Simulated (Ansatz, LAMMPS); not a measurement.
# Static equation of state of glassy 50SiO2-43CaO-7P2O5 (mol %) (85 atoms)

Density of this cell: 2.58 g/cm³. The cell holds 85 atoms: 15 Si, 13 Ca, 4 P and 53 O. Its edges and angles: a = 10.718 Å, b = 10.723 Å, c = 10.756 Å, α = 91.9°, β = 85.5°, γ = 89.1°. The starting structure: 85 atoms (15 Si, 13 Ca, 4 P, 53 O) placed at random at 2.63 g/cm³, melted at 4000 K for 10 ps at fixed volume with the Morse and Coulomb pair potential with partial charges (Pedone, Malavasi, Menziani, Cormack and Segre, J. Phys. Chem. B 110, 11780 (2006)). Quenched from 4000 K to 300 K at 30 K/ps and fixed volume, held 10 ps at zero pressure.

Calculated with Ansatz 0.2.0: Kohn-Sham DFT, RPBE, PAW (set soft_2), plane waves; cutoff 420 eV, Γ point, fixed occupations. Cell and atoms were relaxed first, to V0 = 14.487 Å³ an atom at a residual P0 = 0.009 GPa. The cell was then scaled evenly, and the atoms were relaxed at each volume.

| volume (Å³/atom) | pressure (GPa) |
| --- | --- |
| 13.038 | 5.911 |
| 13.618 | ? |
| 14.052 | 1.729 |
| 14.922 | -1.212 |
| 15.356 | -2.048 |

Task: Fit the third-order Birch–Murnaghan equation to the rows given and interpolate to the withheld row.

Worked fit:

Take the Eulerian strain f = ½[(V0/V)^(2/3) − 1] and the normalised pressure F = (P − P0) / [3f(1 + 2f)^(5/2)]. The third-order Birch–Murnaghan equation is then the line F = B0 + (3/2)B0(B′ − 4) f, so u = f and v = F.

| u = f | v = F (GPa) |
| --- | --- |
| 0.0363830 | 45.3616 |
| 0.0102570 | 53.1208 |
| -0.00975657 | 43.8180 |
| -0.0190504 | 39.6625 |

With n = 4: mean u = 0.00445827, mean v = 45.4907, Σ(u − ū)² = 0.0018075, Σ(u − ū)(v − v̄) = 0.20092. Slope b = 0.20092 / 0.0018075 = 111.15; intercept a = v̄ − b ū = 44.995.

So B0 = a = 45.0 GPa and B′ = 4 + 2b/(3a) = 5.65. At the withheld volume f = 0.02106, F = a + b f = 47.34 GPa, and P = P0 + 3f(1 + 2f)^(5/2) F.

Prediction at 13.618: 3.324 GPa. The run gave 3.624 GPa, so the fit is low by 0.30 GPa (8.3 % of the value).

The series isn't one smooth equation of state: even a line fitted to all rows, the withheld one included, misses F by up to 11.8 %, the count of bonds changes along the series and an atom moves over 0.5 Å in some relaxation. B0 and B′ are then only the numbers of this fit, not moduli of the material. Among the rows given, the largest miss of the fit is at 13.038, by 0.48 GPa (6.0 % of the range of the table).

Limits: Static cells at zero temperature; the cell shape is held. The program notes that the SCF threshold of these relaxations is loose for the stress. The quench rate of 30 K/ps is many orders above laboratory rates, so the cell is likely richer in defects and strain than a real sample. The network of bonds at the start is that of the classical potential that made the cell, and needn't be the one that DFT or experiment would give. Only the Γ point is sampled, in a cell whose shortest periodic width is 11 Å.

[Hosts, paths, dates, database ids (printed as entryN), source tags and the programs' standing remarks are cut or masked in the printed files.]
